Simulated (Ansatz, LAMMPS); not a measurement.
# Site preference of a vacancy of In in In2O3 with crystalline order left by the classical run (100 atoms)

Aim: make a vacancy of In at several sites of In2O3 with crystalline order left by the classical run (100 atoms), relax each, and compare their energies.

Program: Ansatz 0.2.0. Level of theory: Kohn-Sham DFT, PBE, PAW (set soft_2), plane waves. Results are calculated unless marked as measured.

### Step 1. Starting point

The cell holds 100 atoms: 40 In and 60 O. Its edges and angles: a = 11.142 Å, b = 11.142 Å, c = 11.142 Å, α = 90.0°, β = 90.0°, γ = 90.0°. 100 atoms (40 Sc, 60 O) placed at random at 3.63 g/cm³, melted at 5000 K for 10 ps at fixed volume with the Morse and Coulomb pair potential with partial charges (Pedone, Malavasi, Menziani, Cormack and Segre, J. Phys. Chem. B 110, 11780 (2006)). Quenched from 5000 K to 300 K at 20 K/ps and fixed volume, held 10 ps at zero pressure, then minimised at fixed cell. Then Sc was replaced by In and the cell scaled by 1.038 (the potential has no terms for the new elements, so the cell is a start for a DFT relaxation).

Limits known from the start: The quench rate of 20 K/ps is orders of magnitude faster than experiment, which tends to freeze in extra defects. The network of bonds at the start is that of the classical potential that made the cell, and needn't be the one that DFT or experiment would give. Only the Γ point is sampled, in a cell whose shortest periodic width is 11 Å.

### Step 2. Single point at the start

The forces at the start show how far the geometry lies from a minimum of this functional.

Input file input.yaml:

```yaml
crystal:
  lattice:
    - [11.14182, 0.0, 0.0]
    - [0.0, 11.14182, 0.0]
    - [0.0, 0.0, 11.14182]
  atoms:
    - { symbol: In, position: [0.69809, 0.7365, 0.63256] }
    - { symbol: In, position: [0.88891, 0.71563, 0.35262] }
    - { symbol: In, position: [0.12941, 0.70098, 0.18634] }
    - { symbol: In, position: [0.98187, 0.44587, 0.07144] }
    - { symbol: In, position: [0.05104, 0.20852, 0.58403] }
    - { symbol: In, position: [0.78305, 0.2365, 0.97273] }
    - { symbol: In, position: [0.89551, 0.44792, 0.79474] }
    - { symbol: In, position: [0.19797, 0.21151, 0.13276] }
    - { symbol: In, position: [0.23614, 0.47177, 0.73885] }
    - { symbol: In, position: [0.56249, 0.48783, 0.85678] }
    - { symbol: In, position: [0.48717, 0.24345, 0.14263] }
    - { symbol: In, position: [0.12348, 0.95959, 0.42201] }
    - { symbol: In, position: [0.31866, 0.47363, 0.03128] }
    - { symbol: In, position: [0.04264, 0.95556, 0.1452] }
    - { symbol: In, position: [0.57258, 0.25336, 0.40946] }
    - { symbol: In, position: [0.81886, 0.47432, 0.53069] }
    - { symbol: In, position: [0.31459, 0.21491, 0.465] }
    - { symbol: In, position: [0.21162, 0.95125, 0.69137] }
    - { symbol: In, position: [0.71166, 0.99683, 0.19096] }
    - { symbol: In, position: [0.06391, 0.46033, 0.35623] }
    - { symbol: In, position: [0.28346, 0.71168, 0.47301] }
    - { symbol: In, position: [0.39643, 0.49983, 0.29519] }
    - { symbol: In, position: [0.81339, 0.73297, 0.96392] }
    - { symbol: In, position: [0.73561, 0.4762, 0.23817] }
    - { symbol: In, position: [0.787, 0.99424, 0.46779] }
    - { symbol: In, position: [0.62267, 0.98891, 0.92197] }
    - { symbol: In, position: [0.40427, 0.73694, 0.79682] }
    - { symbol: In, position: [0.28544, 0.95418, 0.96862] }
    - { symbol: In, position: [0.38878, 0.23237, 0.85298] }
    - { symbol: In, position: [0.48163, 0.50262, 0.57234] }
    - { symbol: In, position: [0.54304, 0.99202, 0.64487] }
    - { symbol: In, position: [0.85884, 0.96879, 0.7409] }
    - { symbol: In, position: [0.90446, 0.21192, 0.29607] }
    - { symbol: In, position: [0.35907, 0.97913, 0.24108] }
    - { symbol: In, position: [0.98778, 0.70452, 0.64185] }
    - { symbol: In, position: [0.60471, 0.76064, 0.35765] }
    - { symbol: In, position: [0.10419, 0.18723, 0.85785] }
    - { symbol: In, position: [0.07179, 0.69508, 0.90887] }
    - { symbol: In, position: [0.55045, 0.73974, 0.08421] }
    - { symbol: In, position: [0.63013, 0.24647, 0.68653] }
    - { symbol: O, position: [0.0762, 0.57216, 0.75882] }
    - { symbol: O, position: [0.46547, 0.63607, 0.41722] }
    - { symbol: O, position: [0.49356, 0.15867, 0.55936] }
    - { symbol: O, position: [0.8077, 0.36346, 0.10869] }
    - { symbol: O, position: [0.96008, 0.57754, 0.22861] }
    - { symbol: O, position: [0.16944, 0.0681, 0.26318] }
    - { symbol: O, position: [0.45774, 0.37136, 0.72939] }
    - { symbol: O, position: [0.55058, 0.62828, 0.70079] }
    - { symbol: O, position: [0.40831, 0.37944, 0.44707] }
    - { symbol: O, position: [0.48126, 0.35617, 0.98187] }
    - { symbol: O, position: [0.96026, 0.09036, 0.44488] }
    - { symbol: O, position: [0.86414, 0.84754, 0.57695] }
    - { symbol: O, position: [0.82115, 0.59152, 0.68529] }
    - { symbol: O, position: [0.70744, 0.86875, 0.04403] }
    - { symbol: O, position: [0.7343, 0.63817, 0.45415] }
    - { symbol: O, position: [0.21341, 0.81587, 0.84734] }
    - { symbol: O, position: [0.13331, 0.81627, 0.57255] }
    - { symbol: O, position: [0.41698, 0.60437, 0.13371] }
    - { symbol: O, position: [0.27687, 0.0791, 0.82152] }
    - { symbol: O, position: [0.61629, 0.87493, 0.51207] }
    - { symbol: O, position: [0.57579, 0.37631, 0.25923] }
    - { symbol: O, position: [0.90752, 0.56846, 0.94635] }
    - { symbol: O, position: [0.02717, 0.06509, 0.72393] }
    - { symbol: O, position: [0.14191, 0.31322, 0.44776] }
    - { symbol: O, position: [0.96491, 0.31168, 0.91642] }
    - { symbol: O, position: [0.2138, 0.59068, 0.32696] }
    - { symbol: O, position: [0.39189, 0.87888, 0.67155] }
    - { symbol: O, position: [0.43228, 0.14976, 0.31351] }
    - { symbol: O, position: [0.0507, 0.32013, 0.20054] }
    - { symbol: O, position: [0.30756, 0.58504, 0.60908] }
    - { symbol: O, position: [0.29842, 0.87615, 0.38632] }
    - { symbol: O, position: [0.7979, 0.07227, 0.88607] }
    - { symbol: O, position: [0.64684, 0.38198, 0.54565] }
    - { symbol: O, position: [0.14666, 0.5661, 0.04468] }
    - { symbol: O, position: [0.03893, 0.8295, 0.30685] }
    - { symbol: O, position: [0.93134, 0.79808, 0.81275] }
    - { symbol: O, position: [0.89175, 0.06969, 0.17124] }
    - { symbol: O, position: [0.98192, 0.59159, 0.48127] }
    [... 16 atom lines left out ...]
    - { symbol: O, position: [0.71442, 0.13302, 0.34731] }
    - { symbol: O, position: [0.23383, 0.30958, 0.95493] }
    - { symbol: O, position: [0.52715, 0.88269, 0.22419] }
    - { symbol: O, position: [0.32099, 0.35642, 0.18609] }
    - { symbol: O, position: [0.23388, 0.85691, 0.12565] }
    - { symbol: O, position: [0.77698, 0.86911, 0.32099] }
kpoints:
  mp_grid: { grid: [1, 1, 1] }
hamiltonian:
  xc: pbe
scf:
  occupations: { method: gaussian, width: 0.025 }
output:
  forces: true
```

Launch:

```console
$ ansatz run input.yaml --threads 4 --pin off --max-ram 8192MiB --backend cpu --events-out ev --progress --plain --runs-dir out
```

Numbers of over 12 decimals in the logs are rounded to 6 here.

Log:

```text
[...]
Pseudopotentials: kind: paw
Pseudopotential: In, paw, valence charge 13, recommended cutoff 420 eV (normal), In.paw.azcp
Pseudopotential: O, paw, valence charge 6, recommended cutoff 420 eV (normal), O.paw.azcp
[...]
Crystal: 100 atoms, lattice volume = 1383.147 Å³
Basis set: ecut = 420 eV, 27081 PW (Γ), exchange–correlation on 150×150×150 points (8 copies of the dense FFT grid, shifted against one another)
Bands: 540, of which v1, the nominal top of the filled ones, is band 440 counted from 1 (439 counted from 0)
Symmetry: 1 space group operations
Space group: P1 (ITA 1), of the structure as read, at distance tolerance 1.1e-4 Å
k-points: 1
[...]
Initial density: superposition of atomic densities (neutral atoms: chi_scale 0, normalization atom), corrected by the library's trained network
Initial wavefunctions: pseudopotential atomic-orbital guess
[...]
SCF iter   1: F=—  HF=-257954.340008 eV  |F-HF|=—  |Δ(HF+E_count)|=         —  Δρ=2.11e-3  dr2=7.51e-2  ethr=1.77e-3  ⟨swp⟩=6.0  Hψ=1988  notcnv=0  defer=1
preconditioner: auto → Resta (q_TF=auto, 2.530 Å⁻¹)  ε∞=4.6  [insulator: Δε(μ)=0.371 eV  Ē_g=15.697 eV  σ=0.025 eV  W_gap=1.00  n_scr=388 (ndim 8)  ℏωp=29.6 eV  f_vac=0.050  D(μ)=0.00/eV (n_scr^D=0)  ε∞_Penn≈4.6]
SCF iter   2: F=—  HF=-257954.331939 eV  |F-HF|=—  |Δ(HF+E_count)|=   8.07e-3  Δρ=1.22e-3  dr2=1.56e-2  ethr=8.53e-6  ⟨swp⟩=2.0  Hψ=1068  notcnv=0  defer=93
SCF iter   3: F=—  HF=-257954.332005 eV  |F-HF|=—  |Δ(HF+E_count)|=   6.59e-5  Δρ=5.38e-4  dr2=5.41e-3  ethr=1.77e-6  ⟨swp⟩=2.0  Hψ=848  notcnv=0  defer=63
automatic band count: iteration 3 solves 510 bands in place of 540: the levels show a gap, and the empty bands left out lie too high to hold charge; the band table lists the bands solved (type scf.n_extra_bands for more)
SCF iter   4: F=—  HF=-257954.331982 eV  |F-HF|=—  |Δ(HF+E_count)|=   2.23e-5  Δρ=1.63e-4  dr2=3.84e-4  ethr=6.15e-7  ⟨swp⟩=2.0  Hψ=627  notcnv=0  defer=63
SCF iter   5: F=—  HF=-257954.331973 eV  |F-HF|=—  |Δ(HF+E_count)|=   9.23e-6  Δρ=9.49e-5  dr2=1.20e-4  ethr=4.37e-8  ⟨swp⟩=2.0  Hψ=864  notcnv=0  defer=63
[...]
SCF iter   9: F=—  HF=-257954.329711 eV  |F-HF|=—  |Δ(HF+E_count)|=   4.55e-7  Δρ=4.77e-6  dr2=2.95e-7  ethr=1.14e-11  ⟨swp⟩=4.0  Hψ=1574  notcnv=0
SCF iter  10: F=-257954.329711 eV  HF=-257954.329711 eV  |F-HF|=1.82e-8  |Δ(HF+E_count)|=   1.38e-8  Δρ=1.06e-6  dr2=1.64e-8  ethr=1.14e-11  ⟨swp⟩=2.0  Hψ=1791  notcnv=0
SCF 1 converged in 10 iterations: F = -257954.329711 eV  dr2 = 1.64e-8
[...]
SCF converged after 10 iterations
Free energy (F): -257954.329711 eV
Harris-Foulkes:  -257954.329711 eV  (|F-HF|=1.82e-8)
Internal energy: -257954.329711 eV  (E = F + TS)
E sigma→0 (E₀):  -257954.329711 eV
Fermi energy:    8.250085 eV
--- Per-component energies (eV) ---
[...]
Σ components = -257954.329711   (vs F -257954.329711, Δ=0.00e0)
--- Forces (eV/Å), atoms counted from 1 ---
  atom   1  In     0.01536657     0.13460796     0.03298822
  atom   2  In    -0.04209092    -0.21134905     0.22956499
  atom   3  In     0.57586628    -0.29802811     0.02602274
  atom   4  In     0.14989430    -0.08265645     0.04121490
[...]
atom 100  O     -0.10852111    -0.10480369    -0.07775109
  max |Σ_I F_I| component: 2.23e-5 eV/Å
```

Run time: 26 s. Hardware: 4 threads of Arm Neoverse V1, shared host; peak memory 2.1 GiB; 100 s of CPU time.

The r.m.s. force at the start is 0.22 eV/Å.

### Step 3. Relaxation

The atoms are relaxed in the fixed cell, aiming at the force tolerance of the input.

Input file input.yaml:

```yaml
crystal:
  lattice:
    - [11.14182, 0.0, 0.0]
    - [0.0, 11.14182, 0.0]
    - [0.0, 0.0, 11.14182]
  atoms:
    [... the 100 atom lines of step 2 ...]
kpoints:
  mp_grid: { grid: [1, 1, 1] }
hamiltonian:
  xc: pbe
scf:
  occupations: { method: gaussian, width: 0.025 }
output:
  forces: true
relax:
  f_tol: 0.05
  max_steps: 120
```

Log:

```text
[...]
Crystal: 100 atoms, lattice volume = 1383.147 Å³
Basis set: ecut = 420 eV, 27081 PW (Γ), exchange–correlation on 150×150×150 points (8 copies of the dense FFT grid, shifted against one another)
Bands: 540, of which v1, the nominal top of the filled ones, is band 440 counted from 1 (439 counted from 0)
Symmetry: 1 space group operations
[...]
k-points: 1
[...]
SCF iter   1: F=—  HF=-257954.340008 eV  |F-HF|=—  |Δ(HF+E_count)|=         —  Δρ=2.11e-3  dr2=7.51e-2  ethr=1.77e-3  ⟨swp⟩=6.0  Hψ=1988  notcnv=0  defer=1
[...]
SCF iter   5: F=—  HF=-257954.329698 eV  |F-HF|=—  |Δ(HF+E_count)|=   8.53e-6  Δρ=9.50e-5  dr2=1.20e-4  ethr=4.36e-8  ⟨swp⟩=2.0  Hψ=864  notcnv=0  defer=93
SCF iter   6: F=-257954.329704 eV  HF=-257954.329705 eV  |F-HF|=4.81e-7  |Δ(HF+E_count)|=   6.31e-6  Δρ=3.21e-5  dr2=1.58e-5  ethr=7.10e-9  ⟨swp⟩=2.0  Hψ=1715  notcnv=0
SCF 1 converged in 6 iterations: F = -257954.329704 eV  dr2 = 1.58e-5
[...]
relax step   1: F+E_penalty+E_count = -257954.32970426 eV  Δ(F+E_penalty+E_count) = +0.000e0 eV  max|allowed force component| = 9.268e-1 eV/Å  Δτ_max = 0.0000 Å  (6 SCF iters, dr2 threshold 6.25e-5 eV, accepted)
[...]
relax step   2: F+E_penalty+E_count = -257954.82668618 eV  Δ(F+E_penalty+E_count) = -4.970e-1 eV  max|allowed force component| = 4.472e-1 eV/Å  Δτ_max = 0.1344 Å  (7 SCF iters, dr2 threshold 5.37e-5 eV, accepted)
[...]
relax step   3: F+E_penalty+E_count = -257955.24313700 eV  Δ(F+E_penalty+E_count) = -4.165e-1 eV  max|allowed force component| = 1.436e-1 eV/Å  Δτ_max = 0.2000 Å  (9 SCF iters, dr2 threshold 1.25e-5 eV, accepted)
relax step   4: F+E_penalty+E_count = -257955.30983226 eV  Δ(F+E_penalty+E_count) = -6.670e-2 eV  max|allowed force component| = 1.601e-1 eV/Å  Δτ_max = 0.2000 Å  (11 SCF iters, accepted)
relax step   5: F+E_penalty+E_count = -257955.33899300 eV  Δ(F+E_penalty+E_count) = -2.916e-2 eV  max|allowed force component| = 2.937e-2 eV/Å  Δτ_max = 0.0911 Å  (7 SCF iters, dr2 threshold 2.64e-6 eV, accepted)
[...]
relax step   6: F+E_penalty+E_count = -257955.33899368 eV  Δ(F+E_penalty+E_count) = -6.709e-7 eV  max|allowed force component| = 2.937e-2 eV/Å  Δτ_max = 0.0000 Å  (4 SCF iters, accepted)
SCF converged after 4 iterations
Free energy (F): -257955.338994 eV
[...]
Internal energy: -257955.338994 eV  (E = F + TS)
E sigma→0 (E₀):  -257955.338994 eV
Fermi energy:    8.248329 eV
[...]
Σ components = -257955.338994   (vs F -257955.338994, Δ=0.00e0)
--- Forces (eV/Å), atoms counted from 1 ---
  atom   1  In    -0.01444037    -0.01038515    -0.01573235
  atom   2  In     0.00555932     0.00933548     0.00642323
  atom   3  In     0.00832023    -0.00610551    -0.00222567
  atom   4  In     0.01537158    -0.01270621    -0.00267499
[...]
atom 100  O     -0.00191661     0.00470578    -0.00038935
  max |Σ_I F_I| component: 7.30e-5 eV/Å
--- Relaxed structure (6 steps of the walk, 6 accepted, 0 SCFs on fresh bases) ---
  F+E_penalty+E_count = -257955.33899368 eV   max|allowed force component| = 2.937e-2 eV/Å
  atoms:
    - { symbol: In, position: [0.699116, 0.742024, 0.637242] }
    - { symbol: In, position: [0.879662, 0.707396, 0.333114] }
    - { symbol: In, position: [0.139532, 0.697857, 0.191206] }
    - { symbol: In, position: [0.992458, 0.443789, 0.074876] }
[...]
- { symbol: O, position: [0.773634, 0.872447, 0.320816] }
```

Run time: 1.9 min. Hardware: 4 threads; peak memory 2.1 GiB.

The relaxation converged after 6 steps, 1.01 eV below its start, with a largest force component of 0.029 eV/Å.

### Step 4. Single point at the relaxed geometry

The electronic structure is read at the final geometry, in a run of its own.

Input file input.yaml:

```yaml
crystal:
  lattice:
    - [11.14182, 0.0, 0.0]
    - [0.0, 11.14182, 0.0]
    - [0.0, 0.0, 11.14182]
  atoms:
    - { symbol: In, position: [0.69912, 0.74202, 0.63724] }
    - { symbol: In, position: [0.87966, 0.7074, 0.33311] }
    - { symbol: In, position: [0.13953, 0.69786, 0.19121] }
    - { symbol: In, position: [0.99246, 0.44379, 0.07488] }
    - { symbol: In, position: [0.03638, 0.21006, 0.57677] }
    - { symbol: In, position: [0.79008, 0.22697, 0.97848] }
    [... 88 atom lines left out ...]
    - { symbol: O, position: [0.71477, 0.1328, 0.33979] }
    - { symbol: O, position: [0.23046, 0.30019, 0.96309] }
    - { symbol: O, position: [0.52449, 0.87124, 0.2236] }
    - { symbol: O, position: [0.32288, 0.35555, 0.18605] }
    - { symbol: O, position: [0.23332, 0.85346, 0.12723] }
    - { symbol: O, position: [0.77363, 0.87245, 0.32082] }
kpoints:
  mp_grid: { grid: [1, 1, 1] }
hamiltonian:
  xc: pbe
scf:
  occupations: { method: gaussian, width: 0.025 }
output:
  forces: true
  stress: true
  populations: true
  dos:
    method: { smearing: { sigma: 0.1 } }
    de: 0.1
    projected: { site_lists: { In: [In], O: [O] } }
  eigenvalues: true
  write_density: true
  write_potential: true
  volumetric_format: npy
```

Log:

```text
[...]
Crystal: 100 atoms, lattice volume = 1383.147 Å³
Basis set: ecut = 420 eV, 27081 PW (Γ), exchange–correlation on 150×150×150 points (8 copies of the dense FFT grid, shifted against one another)
Bands: 540, of which v1, the nominal top of the filled ones, is band 440 counted from 1 (439 counted from 0)
Symmetry: 1 space group operations
[...]
k-points: 1
[...]
SCF iter   1: F=—  HF=-257955.346042 eV  |F-HF|=—  |Δ(HF+E_count)|=         —  Δρ=2.04e-3  dr2=7.00e-2  ethr=1.77e-3  ⟨swp⟩=6.0  Hψ=1983  notcnv=0  defer=2
[...]
SCF iter  10: F=-257955.338992 eV  HF=-257955.338992 eV  |F-HF|=1.66e-8  |Δ(HF+E_count)|=   6.43e-9  Δρ=1.25e-6  dr2=2.20e-8  ethr=1.14e-11  ⟨swp⟩=6.0  Hψ=3206  notcnv=0
SCF 1 converged in 10 iterations: F = -257955.338992 eV  dr2 = 2.20e-8
[...]
SCF converged after 10 iterations
Free energy (F): -257955.338992 eV
[...]
Internal energy: -257955.338992 eV  (E = F + TS)
E sigma→0 (E₀):  -257955.338992 eV
Fermi energy:    8.248309 eV
[...]
--- Forces (eV/Å), atoms counted from 1 ---
  atom   1  In    -0.01500618    -0.00992028    -0.01567508
  atom   2  In     0.00526354     0.00874637     0.00702331
  atom   3  In     0.00915123    -0.00634123    -0.00265270
  atom   4  In     0.01506578    -0.01209311    -0.00379546
  atom   5  In     0.01474185     0.01542512    -0.01031679
  atom   6  In     0.00751238     0.01585134    -0.00129975
  atom   7  In     0.00270128    -0.00017999     0.00340238
  atom   8  In    -0.01363665     0.01044137    -0.01612266
  atom   9  In    -0.01796109     0.02849869    -0.00796037
  atom  10  In     0.00872768     0.01528453     0.00525540
  atom  11  In     0.00707163     0.00699261     0.00179951
  atom  12  In     0.00777348    -0.00502082    -0.00053814
  atom  13  In    -0.00258475     0.00353149     0.00035462
  atom  14  In    -0.00362687     0.00768806     0.00427243
[...]
atom  99  O      0.00935105     0.00054133     0.00565459
  atom 100  O     -0.00169850     0.00413228    -0.00118024
  max |Σ_I F_I| component: 2.59e-5 eV/Å
--- Stress (GPa, compression-positive) ---
       -1.306720      -0.000335       0.412797
       -0.000335      -7.891109       0.000157
        0.412797       0.000157       3.755829
  P = ⅓ Tr σ = -1.8140 GPa (-18.140 kbar)
--- Band table (eV) ---
[...]
--- Löwdin populations: 100 sites ---
  site symbol       q [e]
     0     In     11.8437
     1     In     11.8394
     2     In     11.8424
[...]
99      O      6.7289
  spilling = 0.002977 (of n_electrons = 880.000000)
```

Run time: 44 s. Hardware: 4 threads; peak memory 2.1 GiB; 2.9 min of CPU time.

Numbers from this run:

```yaml
free_energy: -257955.3390 eV
free_energy_per_atom: -2579.5534 eV/atom
scf_cycles: 10
pressure: -1.814 GPa
r_m_s_force_component: 0.00841 eV/Å
longest_force: 0.03629 eV/Å
fermi_energy: 8.248 eV
spacing_of_highest_filled_and_lowest_empty_level: 0.4346 eV
spilling_of_the_projection: 0.002977
```

[end of part 1 of 2]

[Logs are printed without paths, hosts, clocks, repeated set-up lines and the standing remarks that a program may print on its own settings, such as how far it seeks lower states.]

[Hosts, paths, dates, database ids (printed as entryN), source tags and the programs' standing remarks are cut or masked in the printed files.]
